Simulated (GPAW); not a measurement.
**A 8-layer slab of Ba(100): simulated STM images**

Wanted: filled- and empty-state images of a 8-layer slab of Ba(100), with its work function.

Method: GPAW, PAW setups; slab in vacuum, relaxation, in the first sound run; inputs show where later runs differ, in GPAW 26.7.0.

### 1. Set-up

The cell holds 8 atoms: 8 Ba. Cell: a = 5.020 Å, b = 5.020 Å, c = 35.570 Å, α = 90.0°, β = 90.0°, γ = 90.0°. Vacuum lies along c.

### 2. Relaxation

Forces are removed first; all later runs use this geometry. The lowest 4 atoms are held at bulk positions and keep their forces.

run.py

```python
import json
import numpy as np
from ase import Atoms
from ase.constraints import FixAtoms
from ase.optimize import BFGS
from gpaw import GPAW, PW

slab = Atoms(
    ['Ba', 'Ba', 'Ba', 'Ba', 'Ba', 'Ba', 'Ba', 'Ba'],
    positions=[
        [2.51000, 2.51000, 9.00000],
        [0.00000, 0.00000, 11.51000],
        [2.51000, 2.51000, 14.02000],
        [0.00000, 0.00000, 16.53000],
        [2.51000, 2.51000, 19.04000],
        [0.00000, 0.00000, 21.55000],
        [2.51000, 2.51000, 24.06000],
        [0.00000, 0.00000, 26.57000]],
    cell=[[5.02, 0.0, 0.0], [0.0, 5.02, 0.0], [0.0, 0.0, 35.57]],
    pbc=[True, True, False])

slab.calc = GPAW(mode=PW(400), xc='PBE', kpts={'size': (6, 6, 1), 'gamma': True},
                 occupations={'name': 'fermi-dirac', 'width': 0.1}, nbands='160%',
                 convergence={'density': 1e-05}, maxiter=200,
                 poissonsolver={'dipolelayer': 'xy'},
                 symmetry={'tolerance': 1e-3, 'extra_ids': [1, 1, 1, 1, 0, 0, 0, 0]}, txt='slab.txt')
result = {}
slab.set_constraint(FixAtoms([0, 1, 2, 3]))
path = []
opt = BFGS(slab, maxstep=0.2)
opt.attach(lambda: path.append((slab.get_potential_energy(), slab.positions.tolist(), slab.get_forces().tolist())))
result['relaxed'] = bool(opt.run(fmax=0.03, steps=40))
result['path'] = path
energy = slab.get_potential_energy()
fermi = slab.calc.get_fermi_level()
v = slab.calc.get_electrostatic_potential().mean((0, 1)) - fermi
n = slab.calc.get_pseudo_density().mean((0, 1))
L = slab.cell[2, 2]
z = np.arange(len(v)) * L / len(v)
low, high = slab.positions[:, 2].min(), slab.positions[:, 2].max()
below, above = np.interp([low - 6.8, high + 6.8], z, v)
slopes = [np.interp(x, z, np.gradient(v, z)) for x in (low - 6.8, high + 6.8)]
eps = np.array([[slab.calc.get_eigenvalues(k, s) for k in range(len(slab.calc.get_ibz_k_points()))]
                for s in range(slab.calc.get_number_of_spins())]) - fermi
top, bottom = eps[eps < 0].max(), eps[eps > 0].min()
dipole = slab.get_dipole_moment()[2]
print(f'energy {energy:.4f} eV, Fermi level {fermi:.4f} eV, dipole {dipole:.5f} e A')
print(f'potential 6.8 A off the faces, from the Fermi level: lower {below:.4f} eV, upper {above:.4f} eV')
print(f'slope of the potential there: lower {slopes[0]:.5f}, upper {slopes[1]:.5f} eV/A')
print(f'nearest levels on the mesh: {top:.4f} and {bottom:.4f} eV')
print('magnetic moment', round(slab.get_magnetic_moment(), 3))
result.update(energy=energy, fermi=fermi, dipole=dipole, below=below, above=above, slopes=slopes, edges=[top, bottom],
              z=z.tolist(), v=v.tolist(), n=n.tolist(), positions=slab.positions.tolist(),
              forces=slab.get_forces(apply_constraint=False).tolist(), moments=slab.get_magnetic_moments().tolist())
json.dump(result, open('result.json', 'w'))
```

Launch:

```bash
$ OMP_NUM_THREADS=1 OPENBLAS_NUM_THREADS=1 python run.py
```

Log:

```text
Step          Energy          fmax
BFGS:    0      -14.107667        0.116719
BFGS:    1      -14.108004        0.113247
BFGS:    2      -14.113455        0.020702
energy -13.9020 eV, Fermi level 1.8703 eV, dipole 0.00085 e A
potential 6.8 A off the faces, from the Fermi level: lower 2.3609 eV, upper 2.3560 eV
slope of the potential there: lower -0.00024, upper 0.00025 eV/A
nearest levels on the mesh: -0.0281 and 0.0445 eV
magnetic moment 0.0
```

Run time: 17 min. Hardware: 1 thread of Intel Xeon Platinum 8488C (Sapphire Rapids), shared host; peak memory 0.56 GiB.

Relaxation path:

| step | energy less that of the first step (eV) | largest force (eV/Å) |
| --- | --- | --- |
| 1 | 0.0000 | 0.1167 |
| 2 | -0.0003 | 0.1132 |
| 3 | -0.0059 | 0.0207 |

The atoms that moved most (Å):

| atom | dx | dy | dz | length |
| --- | --- | --- | --- | --- |
| Ba7 | 0.000 | 0.000 | -0.057 | 0.057 |
| Ba8 | 0.000 | 0.000 | 0.037 | 0.037 |
| Ba6 | 0.000 | 0.000 | 0.032 | 0.032 |
| Ba5 | 0.000 | 0.000 | -0.007 | 0.007 |

Final coordinates:

```xyz
8
Lattice="5.0200 0.0000 0.0000 0.0000 5.0200 0.0000 0.0000 0.0000 35.5700" Properties=species:S:1:pos:R:3
Ba    2.5100    2.5100    9.0000
Ba    0.0000    0.0000   11.5100
Ba    2.5100    2.5100   14.0200
Ba    0.0000    0.0000   16.5300
Ba    2.5100    2.5100   19.0332
Ba    0.0000    0.0000   21.5823
Ba    2.5100    2.5100   24.0031
Ba    0.0000    0.0000   26.6069
```

This step gave:

```
dipole along the normal                    : 8.47e-4 e·Å
levels nearest the Fermi level on the mesh : -0.02809, 0.04450 eV from the Fermi level
upper work function                        : 2.356 eV
lower work function                        : 2.361 eV
```

The electrostatic potential energy of an electron (without an applied field's), less the Fermi level, planar mean oscillates, so the rows of the table below give means over windows of 2.54 Å about each position, cut where the curve ends. Its maxima inside the range that stand out by 2 % of the span (Å: eV): 10.3: -0.645, 12.8: -0.585, 15.4: -0.617, 17.8: -0.618, 20.3: -0.432, 22.8: -0.914, 25.3: -0.323. Its minima: 9.0: -12.2, 11.5: -11.7, 14.0: -11.8, 16.5: -11.9, 19.1: -11.8, 21.6: -11.9, 24.0: -11.7, 26.6: -12.2.

Table of electrostatic potential energy of an electron (without an applied field's), less the Fermi level, planar mean by z; means over each step:

| z (Å) | electrostatic potential energy of an electron (without an applied field's), less the Fermi level, planar mean (eV) |
| --- | --- |
| 1.27 | 2.36 |
| 3.81 | 2.36 |
| 6.35 | 1.99 |
| 8.89 | -4.98 |
| 11.43 | -4.88 |
| 13.97 | -4.96 |
| 16.51 | -4.96 |
| 19.05 | -4.94 |
| 21.59 | -5.00 |
| 24.13 | -4.86 |
| 26.67 | -4.99 |
| 29.21 | 1.95 |
| 31.75 | 2.35 |
| 34.29 | 2.36 |

The pseudo valence density, planar mean oscillates, so the rows of the table below give means over windows of 1 Å about each position, cut where the curve ends. Its first 14 maxima inside the range that stand out by 2 % of the span (Å: e/Å³): 8.7: 0.210, 9.3: 0.214, 11.2: 0.215, 11.9: 0.220, 13.6: 0.216, 14.4: 0.220, 16.1: 0.219, 16.9: 0.220, 18.6: 0.220, 19.5: 0.218, 21.2: 0.220, 22.0: 0.219, 23.7: 0.215, 24.3: 0.220. Its first 14 minima: 8.9: 0.181, 10.2: 0.0751, 11.4: 0.185, 12.7: 0.0727, 14.0: 0.182, 15.2: 0.0724, 16.5: 0.181, 17.8: 0.0727, 19.1: 0.180, 20.3: 0.0690, 21.6: 0.181, 22.9: 0.0819, 23.9: 0.185, 25.4: 0.0676.

Pseudo valence density, planar mean against z; means over each step:

z (Å), pseudo valence density, planar mean (e/Å³) and a bar:
```
        3      0.000 
        4      0.000 
        5      0.000 
        6      0.002 
        7      0.009 #
        8      0.090 #############
        9      0.197 #############################
       10      0.117 #################
       11      0.178 ##########################
       12      0.179 ##########################
       13      0.115 #################
       14      0.202 ##############################
       15      0.120 ##################
       16      0.174 ##########################
       17      0.180 ##########################
       18      0.115 #################
       19      0.202 ##############################
       20      0.119 ##################
       21      0.169 #########################
       22      0.185 ###########################
       23      0.123 ##################
       24      0.204 ##############################
       25      0.115 #################
       26      0.162 ########################
       27      0.177 ##########################
       28      0.035 #####
       29      0.005 #
       30      0.001 
       31      0.000 
       32      0.000 
       33      0.000
```

The relaxation lowered the energy of the cell by 0.00588 eV (energies extrapolated to zero smearing; the optimiser's log prints free energies). The largest force left on a free atom is 0.021 eV/Å.

### 3. The slab's potential

The work function is the vacuum plateau of the electrostatic potential less the Fermi level; a dipole layer lets the two faces have plateaus of their own.

This step: GPAW, PAW setups; slab in vacuum (GPAW 26.7.0).

run.py, as its differences from that of step 2:

```diff
@@ -3,4 +3,3 @@
 from ase import Atoms
-from ase.constraints import FixAtoms
-from ase.optimize import BFGS
+from ase.dft.stm import STM
 from gpaw import GPAW, PW
@@ -14,6 +13,6 @@
         [0.00000, 0.00000, 16.53000],
-        [2.51000, 2.51000, 19.04000],
-        [0.00000, 0.00000, 21.55000],
-        [2.51000, 2.51000, 24.06000],
-        [0.00000, 0.00000, 26.57000]],
+        [2.51000, 2.51000, 19.03323],
+        [-0.00000, -0.00000, 21.58227],
+        [2.51000, 2.51000, 24.00310],
+        [0.00000, 0.00000, 26.60693]],
     cell=[[5.02, 0.0, 0.0], [0.0, 5.02, 0.0], [0.0, 0.0, 35.57]],
@@ -25,10 +24,4 @@
                  poissonsolver={'dipolelayer': 'xy'},
-                 symmetry={'tolerance': 1e-3, 'extra_ids': [1, 1, 1, 1, 0, 0, 0, 0]}, txt='slab.txt')
+                 symmetry={'tolerance': 1e-3}, txt='slab.txt')
 result = {}
-slab.set_constraint(FixAtoms([0, 1, 2, 3]))
-path = []
-opt = BFGS(slab, maxstep=0.2)
-opt.attach(lambda: path.append((slab.get_potential_energy(), slab.positions.tolist(), slab.get_forces().tolist())))
-result['relaxed'] = bool(opt.run(fmax=0.03, steps=40))
-result['path'] = path
 energy = slab.get_potential_energy()
@@ -54,2 +47,16 @@
               forces=slab.get_forces(apply_constraint=False).tolist(), moments=slab.get_magnetic_moments().tolist())
+
+# Images need the states of the whole zone, up to time reversal
+slab.calc = slab.calc.fixed_density(symmetry={'point_group': False}, txt='states.txt',
+                                    convergence={'bands': 'CBM+0.8'})
+stm = STM(slab)
+result['stm'] = []
+for bias in [-0.5, 0.5]:
+    height = high + 3.0
+    current = stm.get_averaged_current(bias, height)
+    x, y, h = stm.scan(bias, current)
+    i, f = divmod(height / L * stm.ldos.shape[2], 1)
+    I = abs((1 - f) * stm.ldos[:, :, int(i)] + f * stm.ldos[:, :, int(i) + 1])
+    print(f'bias {bias} V: mean current at 3.0 A {current:.4e}, corrugation {np.ptp(h):.4f} A')
+    result['stm'].append(dict(bias=bias, current=current, h=(h - high).tolist(), I=I.tolist()))
 json.dump(result, open('result.json', 'w'))
```

Log:

```text
energy -13.9020 eV, Fermi level 1.8702 eV, dipole 0.00062 e A
potential 6.8 A off the faces, from the Fermi level: lower 2.3609 eV, upper 2.3565 eV
slope of the potential there: lower -0.00024, upper 0.00025 eV/A
nearest levels on the mesh: -0.0281 and 0.0444 eV
magnetic moment 0.0
bias -0.5 V: mean current at 3.0 A 3.8362e-04, corrugation 0.3142 A
bias 0.5 V: mean current at 3.0 A 6.9918e-04, corrugation 1.0463 A
```

Run time: 15 min. Hardware: 1 thread; peak memory 1.1 GiB.

This step gave:

```yaml
dipole_along_the_normal: 6.15e-4 e·Å
levels_nearest_the_fermi_level_on_the_mesh: -0.02806, 0.04442 eV from the Fermi level
upper_work_function: 2.357 eV
corrugation_minus_0p5: 0.3142 Å
corrugation_0p5: 1.046 Å
```

The electrostatic potential energy of an electron (without an applied field's), less the Fermi level, planar mean oscillates, so the rows of the table below give means over windows of 2.54 Å about each position, cut where the curve ends. Its maxima inside the range that stand out by 2 % of the span (Å: eV): 10.3: -0.645, 12.8: -0.585, 15.4: -0.617, 17.8: -0.619, 20.3: -0.432, 22.8: -0.914, 25.3: -0.323. Its minima: 9.0: -12.2, 11.5: -11.7, 14.0: -11.8, 16.5: -11.9, 19.1: -11.8, 21.6: -11.9, 24.0: -11.7, 26.6: -12.2.

Table of electrostatic potential energy of an electron (without an applied field's), less the Fermi level, planar mean by z; means over each step:

z (Å), electrostatic potential energy of an electron (without an applied field's), less the Fermi level, planar mean (eV) and a bar from the least value:
```
     1.27        2.4 ##############################
     3.81        2.4 ##############################
     6.35        2.0 ############################
     8.89       -5.0 
    11.43       -4.9 
    13.97       -5.0 
    16.51       -5.0 
    19.05       -4.9 
    21.59       -5.0 
    24.13       -4.9 #
    26.67       -5.0 
    29.21        2.0 ############################
    31.75        2.4 ##############################
    34.29        2.4 ##############################
```

The pseudo valence density, planar mean oscillates, so the rows of the table below give means over windows of 1 Å about each position, cut where the curve ends. Its first 14 maxima inside the range that stand out by 2 % of the span (Å: e/Å³): 8.7: 0.210, 9.3: 0.214, 11.2: 0.215, 11.9: 0.220, 13.6: 0.216, 14.4: 0.220, 16.1: 0.219, 16.9: 0.220, 18.6: 0.220, 19.5: 0.218, 21.2: 0.220, 22.0: 0.219, 23.7: 0.215, 24.3: 0.220. Its first 14 minima: 8.9: 0.181, 10.2: 0.0751, 11.4: 0.185, 12.7: 0.0727, 14.0: 0.182, 15.2: 0.0724, 16.5: 0.181, 17.8: 0.0727, 19.1: 0.180, 20.3: 0.0690, 21.6: 0.181, 22.9: 0.0819, 23.9: 0.185, 25.4: 0.0676.

Table of pseudo valence density, planar mean by z; means over each step:

z (Å), pseudo valence density, planar mean (e/Å³) and a bar:
```
        3      0.000 
        4      0.000 
        5      0.000 
        6      0.002 
        7      0.009 #
        8      0.090 #############
        9      0.197 #############################
       10      0.117 #################
       11      0.178 ##########################
       12      0.179 ##########################
       13      0.115 #################
       14      0.202 ##############################
       15      0.120 ##################
       16      0.174 ##########################
       17      0.180 ##########################
       18      0.115 #################
       19      0.202 ##############################
       20      0.119 ##################
       21      0.169 #########################
       22      0.185 ###########################
       23      0.123 ##################
       24      0.204 ##############################
       25      0.115 #################
       26      0.162 ########################
       27      0.177 ##########################
       28      0.035 #####
       29      0.005 #
       30      0.001 
       31      0.000 
       32      0.000 
       33      0.000
```

Tip height over the top atom over a1 and a2. Sample bias -0.5 V, constant current at the mean current 3.0 Å over the top atom.

Ten even steps from '0' (2.83 Å) to '9' (3.15 Å):
```
999987766555555566778999
999887666555555566678899
998877665555455556677889
888776655444444455667788
777766554443334445566777
776665544333333344556667
666655433322222333455666
666554432211111223445566
655544332111011123344555
555544321100000112344555
555543321100000112334555
555443321000000012334455
555543321100000112334555
555544321100000112344555
655544332111011123344555
666554432211111223445566
666655433322222333455666
776665544333333344556667
777766554443334445566777
888776655444444455667788
998877665555455556677889
999887666555555566678899
999987766555555566778999
999987766655555666778999
```
Columns: a1 from 0 to 0.958; rows upwards: a2 from 0 to 0.958.

[end of part 1 of 2]

[Logs are printed without paths, hosts, clocks, repeated set-up lines and the standing remarks that a program may print on its own settings, such as how far it seeks lower states.]

[Hosts, paths, dates, database ids (printed as entryN), source tags and the programs' standing remarks are cut or masked in the printed files.]
